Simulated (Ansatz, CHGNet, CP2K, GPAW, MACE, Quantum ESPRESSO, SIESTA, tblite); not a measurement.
**tblite runs on Nb(100)/C(110) interface (80 atoms)**

Aim: run Nb(100)/C(110) interface (80 atoms) in tblite and see how near its forces come to a plane-wave reference, and at what cost.

Calculated with tblite 0.8.0; the method is named at each step.

**1. Starting point**

The cell holds 80 atoms: 20 Nb and 60 C. Cell: a = 7.134 Å, b = 7.567 Å, c = 24.460 Å, α = 90.0°, β = 90.0°, γ = 90.0°. Bcc Nb(100), 4 repeat layers, 5 surface cells, strained -3.32 and +2.54 %; diamond-structure C(110), 5 layers, 6 cells, -0.00 and -0.00 %; outer planes 2.45 Å apart, 12 Å of vacuum above; not relaxed, displaced by a Gaussian of 0.02 Å. Then every atom was moved at random, 0.02 Å r.m.s. a Cartesian component. Regions: Nb, 20 atoms (20 Nb); C, 60 atoms (60 C). Vacuum lies along c.

The yardstick, on the same geometry:

* method: Kohn-Sham DFT, PBE, SSSP efficiency 1.3.0 pseudopotentials, plane waves (Quantum ESPRESSO 7.5); sssp-pbe-1.3.0-efficiency, cutoffs 45/360 Ry, Γ point
* r.m.s. force component: 1.838 eV/Å
* longest force: 6.633 eV/Å
* time: 5.5 min on 4 MPI ranks of Arm Neoverse V1, shared host
* CPU time: 22 min

**2. GFN1-xTB**

Method: GFN1-xTB tight binding, diagonalisation.

The input, run.py:

```python
import numpy as np
from ase.io import read
from tblite.ase import TBLite

atoms = read("structure.xyz")
atoms.calc = TBLite(method="GFN1-xTB", electronic_temperature=580, accuracy=1.0, max_iterations=250, mixer_damping=0.1, verbosity=1)
energy = atoms.get_potential_energy()
forces = atoms.get_forces()
print(f"energy {energy:.6f} eV")
print("forces (eV/A)")
for i, (a, f) in enumerate(zip(atoms, forces)):
    print(f"{i:4d} {a.symbol:2s} {f[0]:10.5f} {f[1]:10.5f} {f[2]:10.5f}")
print("charges (e)")
print(np.array2string(atoms.get_charges(), precision=4, suppress_small=True, max_line_width=110, threshold=100000))
```

The input, structure.xyz:

```xyz
80
Lattice="7.13400 0.00000 0.00000 0.00000 7.56670 0.00000 0.00000 0.00000 24.45984" Properties=species:S:1:pos:R:3 pbc="T T T"
Nb 4.24609 6.01174 6.00807
Nb 6.42310 5.28723 7.67648
Nb 4.25408 6.04912 9.27199
Nb 3.53404 3.77488 10.92279
Nb 1.41424 4.53351 6.01859
Nb 3.61701 3.79228 7.59625
Nb 1.42709 4.51149 9.32067
Nb 0.73530 2.26713 10.99005
Nb 5.75443 3.05997 5.98752
Nb 0.71347 2.26433 7.62438
Nb 5.71348 3.00617 9.28814
Nb 4.97190 0.74895 10.93795
Nb 2.86701 1.47634 6.00073
Nb 4.95578 0.75274 7.67061
Nb 2.89676 1.55359 9.28593
Nb 2.10660 6.83863 10.96510
Nb 0.05072 7.55089 5.98508
Nb 2.12857 6.83031 7.66351
Nb 7.12565 0.01960 9.33828
Nb 6.39463 5.26726 10.97366
C 6.26593 1.81094 13.45316
C 3.65197 0.59051 13.41133
C 4.47880 0.56387 14.67419
C 5.38952 1.79883 14.70892
C 6.27014 1.84226 15.96053
C 3.62158 0.58248 15.94586
C 4.49513 0.54616 17.16518
C 5.38446 1.79762 17.16543
C 6.33157 1.83265 18.48895
C 3.58755 0.52937 18.40725
C 6.26972 4.33292 13.43848
C 3.61630 3.14056 13.41206
C 4.47873 3.05604 14.67835
C 5.44110 4.37703 14.64900
C 6.25873 4.37590 15.92433
C 3.65625 3.13912 15.98964
C 4.50355 3.09924 17.22437
C 5.34579 4.38127 17.16102
C 6.25416 4.35267 18.43685
C 3.59097 3.09001 18.49311
C 2.62488 1.82910 13.44264
C 0.04644 0.54889 13.38100
C 0.89025 0.59936 14.65903
C 1.84778 1.79679 14.68495
C 2.72048 1.77764 15.95736
C 0.04116 0.53307 15.93999
C 0.95267 0.59686 17.23685
C 1.81282 1.81624 17.21092
C 2.69965 1.83356 18.45324
C 0.01569 0.57916 18.39404
C 6.25588 6.88850 13.37880
C 3.65753 5.61676 13.40644
C 4.53366 5.59111 14.68740
C 5.42170 6.84408 14.66123
C 6.23262 6.84453 15.89865
C 3.63370 5.60927 15.93852
[... 20 atom lines left out ...]
C 0.93998 5.58854 17.14415
C 1.84578 6.88668 17.22168
C 2.67732 6.90840 18.40212
C 0.04081 5.60602 18.44688
```

Command:

```console
> OMP_NUM_THREADS=1 python run.py > output.txt
```

The program printed:

```text
------------------------------------------------------------
  cycle        total energy    energy error   density error
------------------------------------------------------------
      1     -165.2288929539  -1.6629602E+02   9.2966322E-01
      2     -38.60274934687   1.2662614E+02   1.1933778E+00
      3     -39.52662209396  -9.2387275E-01   1.1013419E+00
      4     -92.30551941948  -5.2778897E+01   8.7157642E-01
      5      294.6172047352   3.8692272E+02   1.1590393E+00
      6      309.0407058376   1.4423501E+01   1.4468994E+00
      7     -83.27396225334  -3.9231467E+02   6.0043078E-01
      8     -135.4566776046  -5.2182715E+01   2.8555975E-01
      9     -155.5158198786  -2.0059142E+01   2.6363662E-01
     10     -166.1392037641  -1.0623384E+01   1.4691224E-01
     11     -165.7779569411   3.6124682E-01   1.3692732E-01
     12     -165.9675639177  -1.8960698E-01   8.4842140E-02
     13     -166.2330204060  -2.6545649E-01   5.0886442E-02
     14     -166.5009690711  -2.6794867E-01   2.9925042E-02
     15     -166.5147515701  -1.3782499E-02   2.2196386E-02
     16     -166.5323614847  -1.7609915E-02   1.4462178E-02
     17     -166.4855133820   4.6848103E-02   1.3192258E-02
     18     -166.4663520751   1.9161307E-02   1.4822940E-02
     19     -166.5232216843  -5.6869609E-02   5.5599395E-03
     20     -166.5336729239  -1.0451240E-02   2.4850530E-03
     21     -166.5351647828  -1.4918589E-03   1.2834865E-03
     22     -166.5345673998   5.9738298E-04   1.8330880E-03
     23     -166.5349058746  -3.3847476E-04   1.1084993E-03
     24     -166.5351962034  -2.9032881E-04   5.5415016E-04
     25     -166.5352235807  -2.7377336E-05   3.4297119E-04
     26     -166.5352400727  -1.6491971E-05   9.7075765E-05
     27     -166.5352380349   2.0378152E-06   8.9899621E-05
     28     -166.5352401652  -2.1302684E-06   3.0899646E-05
     29     -166.5352400035   1.6162801E-07   3.5939984E-05
     30     -166.5352399026   1.0094402E-07   4.3200506E-05
     31     -166.5352402848  -3.8223598E-07   2.2150461E-05
     32     -166.5352402899  -5.0707172E-09   1.2373194E-05
------------------------------------------------------------
 total:                                   3.635 sec
energy -4531.654710 eV
forces (eV/A)
   0 Nb    0.03341    0.05902   -0.05465
   1 Nb    0.01628    0.18694   -0.30753
   2 Nb    0.09457    0.11290    0.29186
   3 Nb    0.06977   -0.03782    2.30031
   4 Nb   -0.12203    0.08093   -0.23733
   5 Nb   -0.31695    0.01734    0.01323
   6 Nb   -0.11417    0.15283   -0.11873
   7 Nb   -0.00485    0.02529    1.86570
   8 Nb    0.11008   -0.01245   -0.17161
   9 Nb    0.03296   -0.15910   -0.13705
  10 Nb    0.14462   -0.00473    0.15059
  11 Nb    0.05655   -0.07173    1.95959
  12 Nb   -0.08169   -0.11848   -0.10373
  13 Nb    0.53053   -0.13400   -0.45807
  14 Nb   -0.44201   -0.06972    0.08265
  15 Nb    0.09722   -0.06614    1.96010
  16 Nb   -0.02907    0.05947    0.03760
  17 Nb   -0.08776   -0.06111   -0.36133
  18 Nb   -0.01393   -0.11204   -0.15834
  19 Nb    0.05505    0.17387    2.02297
  20 C     3.25018   -0.03234    0.01510
  21 C    -4.11741   -0.37274   -0.12203
  22 C     1.57244   -0.68249   -0.36937
  23 C    -1.17929    0.77833   -1.50568
[...]
72 C     1.68241    0.51294    1.02473
  73 C    -0.82771   -0.26732   -1.86718
  74 C     1.01410    0.40890   -2.14576
  75 C    -1.51755    0.57569   -1.97533
  76 C     1.11175    0.69927    3.11693
  77 C    -2.93737   -0.63792    0.26979
  78 C     6.33369   -1.83879    0.41261
  79 C    -4.83951    0.07471   -2.14360
charges (e)
[ 0.0697 -0.0397 -0.1065  0.1895  0.0747 -0.0445 -0.1004  0.1865  0.0648 -0.0454 -0.0924  0.1927  0.0707
 -0.0365 -0.0997  0.2198  0.0728 -0.0424 -0.1102  0.1898 -0.0738 -0.1074  0.0326  0.0328  0.0074  0.0154
  0.0378  0.0395 -0.0639 -0.0352 -0.0844 -0.0911  0.0249  0.0375  0.0124  0.0095  0.0438  0.0386 -0.0441
 -0.0571 -0.0858 -0.0799  0.0352  0.0336  0.0059 -0.0006  0.0344  0.0421 -0.056   0.0086 -0.0909 -0.0789
  0.0314  0.0352  0.0059  0.0039  0.038   0.0433 -0.0733 -0.0774 -0.0907 -0.0845  0.0363  0.0328  0.0221
  0.0033  0.0301  0.0284 -0.0213 -0.0269 -0.0885 -0.0803  0.0318  0.0159  0.011   0.0103  0.0333  0.043
 -0.0263 -0.043 ]
```

Elapsed: 4.3 s, on 1 thread of Arm Neoverse V1, shared host; peak memory 0.12 GiB.

Banners, paths, timers and routine set-up lines are dropped from the logs unmarked, and long logs keep their key lines alone; longer cuts are marked.

Compared with the plane-wave run:

| Item | Value |
| --- | --- |
| r.m.s. force component | 1.799 eV/Å |
| r.m.s. difference of force components | 482.3 meV/Å |
| longest difference of force vectors | 2248 meV/Å |
| force difference over r.m.s. force | 26.24 % |
| slope of forces against the reference's | 0.9442 |
| correlation of force components | 0.9651 |

Length of the force difference by element (eV/Å):

| element | atoms | mean | most |
| --- | --- | --- | --- |
| C | 60 | 0.67 | 1.4 |
| Nb | 20 | 0.72 | 2.2 |

A closer look about C23, picked at random: 9 atoms, nearest first, numbered in the order of the input, with positions taken from that point.

| atom | x | y | z | distance (Å) | bonds | Mulliken charge (e) | Fx | Fy | Fz (eV/Å) |
| --- | --- | --- | --- | --- | --- | --- | --- | --- | --- |
| C23 | 0.00 | 0.00 | 0.00 | 0.00 | 4 | 0.03 | 1.57 | -0.68 | -0.37 |
| C22 | -0.83 | 0.03 | -1.26 | 1.51 | 3 | -0.11 | -4.12 | -0.37 | -0.12 |
| C26 | -0.86 | 0.02 | 1.27 | 1.53 | 4 | 0.02 | -1.36 | -1.70 | -0.41 |
| C24 | 0.91 | 1.23 | 0.03 | 1.53 | 4 | 0.03 | -1.18 | 0.78 | -1.51 |
| C54 | 0.94 | -1.29 | -0.01 | 1.60 | 4 | 0.04 | -2.42 | 1.18 | -0.94 |
| C27 | 0.02 | -0.02 | 2.49 | 2.49 | 4 | 0.04 | 1.66 | 0.57 | 2.68 |
| C33 | 0.00 | 2.49 | 0.00 | 2.49 | 4 | 0.02 | 1.95 | 1.23 | -0.45 |
| C45 | -1.76 | 1.21 | 1.28 | 2.49 | 4 | 0.01 | 0.90 | 2.26 | 0.00 |
| C55 | 1.75 | -1.29 | 1.22 | 2.50 | 4 | 0.01 | 3.44 | 0.57 | 1.97 |

Atoms are counted from 1 here, from 0 in the log.

Forces lie 26 % from the reference's, at 0.0032 times its CPU time (on 1 against 4 cores).

**3. Results**

| Property | Result |
| --- | --- |
| force difference from the reference | tblite GFN1-xTB, 26 % |
| its CPU time | 4.3 s |

Tight binding differs by 26 % (tblite GFN1-xTB); it is another model, with fitted parameters of its own, and the xTB methods hold dispersion. One electronic-structure run takes under half the reference's CPU time: tblite GFN1-xTB, at 26 % in 4.3 s against 22 min. Periodic xTB results under one method name differ between programs and library versions. The host structure and its lattice constant were typed by rule, without a check against the phase diagram. The electronic-structure runs sample only Γ, in a cell whose shortest periodic width is 7 Å, which is coarse for a cell with partly filled levels.

[Also dropped from logs without a mark: logging warnings of Python, and SIESTA's first energy breakdown and zero terms.]

[Logs are printed without paths, hosts, clocks, repeated set-up lines and the standing remarks that a program may print on its own settings, such as how far it seeks lower states.]

[Hosts, paths, dates, database ids (printed as entryN), source tags and the programs' standing remarks are cut or masked in the printed files.]
